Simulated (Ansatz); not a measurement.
## MgNi3C (Pm-3m): phonons and vibrational spectra

Aim: the phonons of MgNi3C (Pm-3m) at a cell relaxed beforehand at this level. After the zone centre comes a 2×2×2 q mesh on a 12×12×12 k mesh.

Main program and level: Ansatz 0.2.0; DFT PBEsol, scalar-relativistic, plane waves, PAW; PAW set soft_1.

### Step 1. Starting point

It takes space group Pm-3m (No. 221, cubic). Conventional cell: a = 3.772 Å, b = 3.772 Å, c = 3.772 Å, α = 90.00°, β = 90.00°, γ = 90.00°. Nearest to Mg lie 12 Ni at 2.67 Å. Ni has 2 C at 1.89 Å and 8 Ni at 2.67 Å and 4 Mg at 2.67 Å nearest. Nearest to C lie 6 Ni at 1.89 Å. Farther neighbours are not listed.

Coordinates:

```cif
data_structure
_symmetry_space_group_name_H-M 'Pm-3m'
_symmetry_Int_Tables_number 221
_cell_length_a 3.7719
_cell_length_b 3.7719
_cell_length_c 3.7719
_cell_angle_alpha 90.000
_cell_angle_beta 90.000
_cell_angle_gamma 90.000
_cell_volume 53.67
loop_
_atom_site_label
_atom_site_type_symbol
_atom_site_symmetry_multiplicity
_atom_site_Wyckoff_symbol
_atom_site_fract_x
_atom_site_fract_y
_atom_site_fract_z
_atom_site_occupancy
Mg1 Mg 1 a 0.00000 0.00000 0.00000 1
Ni1 Ni 3 c 0.00000 0.50000 0.50000 1
C1 C 1 b 0.50000 0.50000 0.50000 1
```

### Step 2. Modes at Γ

The cell comes from relaxations at this level that are not shown. The zone centre comes first: it holds the modes that light can see, as far as symmetry allows. No field response is asked, since the mesh shows no gap.

Input file input.yaml:

```yaml
crystal:
  lattice:
    - [3.7719346199, 0.0, 0.0]
    - [0.0, 3.7719346199, 0.0]
    - [0.0, 0.0, 3.7719346199]
  atoms:
    - { symbol: Mg, position: [0.0, 0.0, 0.0] }
    - { symbol: Ni, position: [0.0, 0.5, 0.5] }
    - { symbol: Ni, position: [0.5, 0.0, 0.5] }
    - { symbol: Ni, position: [0.5, 0.5, 0.0] }
    - { symbol: C, position: [0.5, 0.5, 0.5] }
kpoints:
  mp_grid: { grid: [12, 12, 12] }
hamiltonian:
  xc: pbesol
  pseudopotentials: { kind: paw, azcp: { folder: soft_1 }, xc_functional: pbe }
scf:
  occupations: { method: methfessel_paxton, width: 0.2 }
output:
  eigenvalues: true
phonons:
  method: dfpt
```

Started as:

```
> ansatz run input.yaml --threads 4 --pin off --max-ram 10240MiB --backend cpu --events-out ev --progress --plain --runs-dir out
```

Numbers of over 12 decimals in the logs are rounded to 6 here.

What it wrote:

```text
zone centre: on kpoints.mp_grid the ground state, and the responses unless they are solved on pairs of k-points, stand on 343 of the mesh's 1728 k-points, reduced under 8 symmetry operations, with k and −k counted as one. Each operation leaves every solved displacement unchanged or reverses it
Engine: ansatz 0.2.0, aarch64-unknown-linux-gnu
Pseudopotentials: kind: paw
Pseudopotential: Mg, paw, valence charge 10, recommended cutoff 420 eV (normal), soft_1/Mg.paw.azcp
Pseudopotential: Ni, paw, valence charge 18, recommended cutoff 420 eV (normal), soft_1/Ni.paw.azcp
Pseudopotential: C, paw, valence charge 4, recommended cutoff 420 eV (normal), soft_1/C.paw.azcp
Functional definition: PBEsol
  exchange = pbesol_x
  correlation = pbesol_c
Crystal: 5 atoms, lattice volume = 53.665 Å³
Basis set: ecut = 420 eV, 1021 PW (Γ), exchange–correlation on 54×54×54 points (8 copies of the dense FFT grid, shifted against one another)
Bands: 41, of which v1, the nominal top of the filled ones, is band 34 counted from 1 (33 counted from 0)
Symmetry: 48 space group operations
k-points: 343 of 1728 (irreducible under 8 space group operations)
Non-local potential: Mg, projectors of the file, l = 0: 3, l = 1: 2, l = 2: 1
Non-local potential: Ni, projectors of the file, l = 0: 3, l = 1: 2, l = 2: 3, l = 3: 1
Non-local potential: C, projectors of the file, l = 0: 2, l = 1: 2, l = 2: 1
PAW form: soft (Blöchl's): semilocal exchange-correlation on the pseudo side does not see the compensation charge
PAW frozen core: Mg, regenerated for the run's functional, and the local potential with it (the file was generated under x = pbe(κ = 0.804, μ = 0.219515), c = pbe(β = 0.066725))
PAW frozen core: Ni, regenerated for the run's functional, and the local potential with it (the file was generated under x = pbe(κ = 0.804, μ = 0.219515), c = pbe(β = 0.066725))
PAW frozen core: C, regenerated for the run's functional, and the local potential with it (the file was generated under x = pbe(κ = 0.804, μ = 0.219515), c = pbe(β = 0.066725))
PAW one-centre angular grid: Mg, 110 points (default); XC on 64 Gauss nodes
PAW one-centre angular grid: Ni, 590 points (default); XC on 64 Gauss nodes
PAW one-centre angular grid: C, 110 points (default); XC on 64 Gauss nodes
Initial density: superposition of atomic densities (chi_scale 0.1, normalization cell, long waves kept (reshape's long-wave potential 0.01 eV rms))
Initial wavefunctions: pseudopotential atomic-orbital guess
Functional: x = pbesol(κ = 0.804, μ = 0.123457), c = pbesol(β = 0.046)
SCF iter   1: F=—  HF=-19574.868650 eV  |F-HF|=—  |Δ(HF+E_count)|=         —  Δρ=5.41e-2  dr2=9.45e-1  ethr=3.10e-3  ⟨swp⟩=5.3  Hψ=46361  notcnv=0
preconditioner: auto → Kerker (q_TF=auto, 2.838 Å⁻¹)  [metal: Δε(μ)=0.007 eV  Ē_g=8.041 eV  σ=0.200 eV  W_gap=0.03  n_scr=18 (ndim 8)  ℏωp=30.4 eV  f_vac=0.000  D(μ)=5.56/eV (n_scr^D=80)]
SCF iter   2: F=—  HF=-19574.626213 eV  |F-HF|=—  |Δ(HF+E_count)|=   2.42e-1  S|Δr|=    0.00e0  Δρ=2.68e-2  dr2=3.56e-1  ethr=1.39e-3  ⟨swp⟩=2.0  Hψ=18400  notcnv=0  defer=561
SCF iter   3: F=—  HF=-19574.535591 eV  |F-HF|=—  |Δ(HF+E_count)|=   9.06e-2  S|Δr|=    0.00e0  Δρ=9.21e-3  dr2=8.23e-2  ethr=5.23e-4  ⟨swp⟩=2.2  Hψ=19593  notcnv=0  defer=561
SCF iter   4: F=—  HF=-19574.518384 eV  |F-HF|=—  |Δ(HF+E_count)|=   1.72e-2  S|Δr|=    0.00e0  Δρ=3.94e-3  dr2=9.99e-3  ethr=1.21e-4  ⟨swp⟩=2.1  Hψ=16127  notcnv=0  defer=563
SCF iter   5: F=—  HF=-19574.515426 eV  |F-HF|=—  |Δ(HF+E_count)|=   2.96e-3  S|Δr|=    0.00e0  Δρ=1.18e-3  dr2=1.31e-3  ethr=1.47e-5  ⟨swp⟩=2.0  Hψ=20472  notcnv=0  defer=536
SCF iter   6: F=—  HF=-19574.514742 eV  |F-HF|=—  |Δ(HF+E_count)|=   6.84e-4  S|Δr|=    0.00e0  Δρ=3.91e-4  dr2=6.65e-5  ethr=1.93e-6  ⟨swp⟩=2.1  Hψ=19891  notcnv=0  defer=536
SCF iter   7: F=—  HF=-19574.514746 eV  |F-HF|=—  |Δ(HF+E_count)|=   3.32e-6  S|Δr|=    0.00e0  Δρ=2.64e-4  dr2=3.40e-5  ethr=9.78e-8  ⟨swp⟩=2.0  Hψ=25306  notcnv=0  defer=536
SCF iter   8: F=—  HF=-19574.514730 eV  |F-HF|=—  |Δ(HF+E_count)|=   1.53e-5  S|Δr|=    0.00e0  Δρ=5.73e-5  dr2=1.40e-6  ethr=5.00e-8  ⟨swp⟩=2.0  Hψ=20173  notcnv=0  defer=536
SCF iter   9: F=—  HF=-19574.514732 eV  |F-HF|=—  |Δ(HF+E_count)|=   1.42e-6  S|Δr|=    0.00e0  Δρ=1.90e-5  dr2=1.51e-7  ethr=2.06e-9  ⟨swp⟩=2.2  Hψ=23510  notcnv=0  defer=536
SCF iter  10: F=—  HF=-19574.514732 eV  |F-HF|=—  |Δ(HF+E_count)|=   9.74e-9  S|Δr|=    0.00e0  Δρ=5.53e-6  dr2=9.95e-9  ethr=2.23e-10  ⟨swp⟩=2.9  Hψ=25277  notcnv=0  defer=536
SCF iter  11: F=—  HF=-19574.514732 eV  |F-HF|=—  |Δ(HF+E_count)|=  4.37e-10  S|Δr|=    0.00e0  Δρ=1.48e-6  dr2=7.98e-10  ethr=1.46e-11  ⟨swp⟩=1.1  Hψ=13792  notcnv=0  defer=536
SCF iter  12: F=—  HF=-19574.514732 eV  |F-HF|=—  |Δ(HF+E_count)|=  5.09e-11  S|Δr|=    0.00e0  Δρ=5.38e-7  dr2=8.77e-11  ethr=1.17e-12  ⟨swp⟩=2.1  Hψ=17650  notcnv=0  defer=536
SCF iter  13: F=-19574.514732 eV  HF=-19574.514732 eV  |F-HF|=1.46e-11  |Δ(HF+E_count)|=  1.09e-11  S|Δr|=    0.00e0  Δρ=1.20e-7  dr2=3.12e-12  ethr=1.00e-12  ⟨swp⟩=10.9  Hψ=83260  notcnv=0
SCF 1 converged in 13 iterations: F = -19574.514732 eV  dr2 = 3.12e-12
  greatest PAW one-centre occupation: 1.001 electrons in one spin orbital (limit 2), on the Ni atom at site 2 (counted from 0), in its partial waves of l = 1
DFPT response loops at Γ: preconditioner auto → Kerker (q_TF=auto, 2.838 Å⁻¹) (partly filled bands, converged f_vac=0.000); β = 1.00, the filter's whole step (`scf.mixing.beta` (0.50) is not read by the response loops under this deck's `scf.mixing.preconditioner`; to damp them name `kerker` or `kerker_dos`, under which they read `scf.mixing.beta`, and type it under 1.00, their step now; both keys bind the ground state too); Broyden in place of MSR1
SCF converged after 13 iterations
Stability not checked: this state was not tested for a lower state beside it, because cold or Methfessel-Paxton smearing, or corrected tetrahedra, fill the levels in a way that the test cannot read (fill_not_monotonic; see scf.lower_state_search)
Free energy (F): -19574.514732 eV
Harris-Foulkes:  -19574.514732 eV  (|F-HF|=1.46e-11)
Internal energy: -19574.501429 eV  (E = F + TS)
E sigma→0 (E₀):  -19574.511406 eV
Entropy (-TS):   -0.013303 eV (-2.661 meV/atom)
Fermi energy:    14.772568 eV
--- Per-component energies (eV) ---
  E_band       = -1274.857427
  E_kinetic    = 1183.666659
  E_local      = -11063.120875  (includes V_loc(G=0)·N_el)
  E_nonlocal   = -127.355553
  E_hartree    = 5552.385930
  E_xc         = -412.061457
  E_vxc        = -531.424451  (∫ρ·V_xc dr)
  E_paw        = -5252.322028  (= ΣΔE_a)
  E_vpaw       = -1841.397372  (= ΣTr[D̂ρ^β])
  E_aug_tail   = 0.002407  (compensation charges beyond the density's cutoff)
  E_ewald      = -9456.368341
  E_core_change = 0.671831  (= ΣΔE_core)
  E_smearing   = -0.013303  (= −TS)
  E_closure    = 0.000000  (closes the sum)
  Σ components = -19574.514732   (vs F -19574.514732, Δ=0.00e0)
--- Band table (eV; the first three rows and the last of 343) ---
  k-point 0: bands = [... 30 lower, 13.3415, 14.0180, 14.0180, 14.0180, 14.2875, 18.2044, 19.8925, 19.8925, ... 3 higher]
  k-point 1: bands = [... 30 lower, 13.3466, 14.0181, 14.0657, 14.0657, 14.2627, 18.2570, 19.4032, 19.9181, ... 3 higher]
  k-point 2: bands = [... 30 lower, 13.3544, 14.0182, 14.1892, 14.2078, 14.2078, 18.3779, 19.0055, 19.9973, ... 3 higher]
  k-point 342: bands = [... 30 lower, 13.6541, 13.6541, 14.0724, 14.0724, 14.0724, 16.0095, 16.0095, 16.0095, ... 3 higher]
--- Phonons (Γ-DFPT): 4 representative perturbations + reference, on 343 of 1728 k-points (Σ response iterations 15) ---
  k mesh reduced under 8 symmetry operations, with k and −k counted as one. Each operation leaves every solved displacement unchanged or reverses it
  ASR residual: 9.926e-5 → 0.000e0 eV/Å²; symmetrization residual: 1.671e-6 eV/Å²
  ASR residual per site (eV/Å²): 2.54e-6 9.93e-5 9.93e-5 9.93e-5 1.79e-6
  Γ frequencies (cm⁻¹): 0.00 0.00 0.00 139.26 139.26 139.26 179.07 179.07 179.07 289.52 289.52 289.52 598.84 598.84 598.84
  non-analytic LO–TO correction: not included (Born effective charges unavailable; polar crystals: no LO–TO splitting at Γ)
```

It took 1.7 min on 4 threads of Arm Neoverse V2, shared host; peak memory 2.5 GiB; 6.5 min of CPU time.

Reading the cycles: dr2 is the Hartree energy of the density residual (eV), the measure of convergence; HF is the Harris–Foulkes estimate of the energy, which meets the free energy F at convergence.

This run has no spin polarisation, although Ni can carry a moment.

Numbers from this step:

```
volume per atom                                         : 10.73 Å³
gap on the k-mesh                                       : 0 eV
sum-rule residual before enforcement                    : 9.93e-5 eV/Å²
point group                                             : m-3m
highest optical mode at the zone centre (no LO-TO term) : 598.8 cm⁻¹
lowest optical zone-centre mode                         : 139.3 cm⁻¹
```

Patterns of degenerate modes are one choice out of their space. Modes at Γ, with each element's share of the kinetic energy:

```csv
mode,frequency (cm⁻¹),symmetry,Mg %,Ni %,C %
1,0.0,acoustic,11,83,6
2,0.0,acoustic,11,83,6
3,0.0,acoustic,11,83,6
4,139.3,T1u,8,78,14
5,139.3,T1u,8,78,14
6,139.3,T1u,8,78,14
7,179.1,T2u,0,100,0
8,179.1,T2u,0,100,0
9,179.1,T2u,0,100,0
10,289.5,T1u,80,20,0
11,289.5,T1u,80,20,0
12,289.5,T1u,80,20,0
13,598.8,T1u,0,20,80
14,598.8,T1u,0,20,80
15,598.8,T1u,0,20,80
```

Displacements in mode 4 (139.3 cm⁻¹), the largest set to 1:
```
Mg1 -0.07  0.24 -0.55
Ni2  0.12  0.19 -0.43
Ni3 -0.06 -0.38 -0.43
Ni4 -0.06  0.19  0.88
C5   0.14 -0.43  1.00
```

Displacements in mode 7 (179.1 cm⁻¹), the largest set to 1:
```
Mg1  0.00  0.00  0.00
Ni2  0.00 -1.00 -0.08
Ni3  0.16  0.00  0.08
Ni4 -0.16  1.00  0.00
C5   0.00  0.00  0.00
```

Before it was imposed, the acoustic sum rule was missed by 9.9e-5 eV/Å². Small misses are needed for a sound result but don't prove that mesh and cutoff are converged. The lowest optical mode is real, 139 cm⁻¹.

(Part 1 of 2 ends here.)

[Logs are printed without paths, hosts, clocks, repeated set-up lines and the standing remarks that a program may print on its own settings, such as how far it seeks lower states.]

[Hosts, paths, dates, database ids (printed as entryN), source tags and the programs' standing remarks are cut or masked in the printed files.]
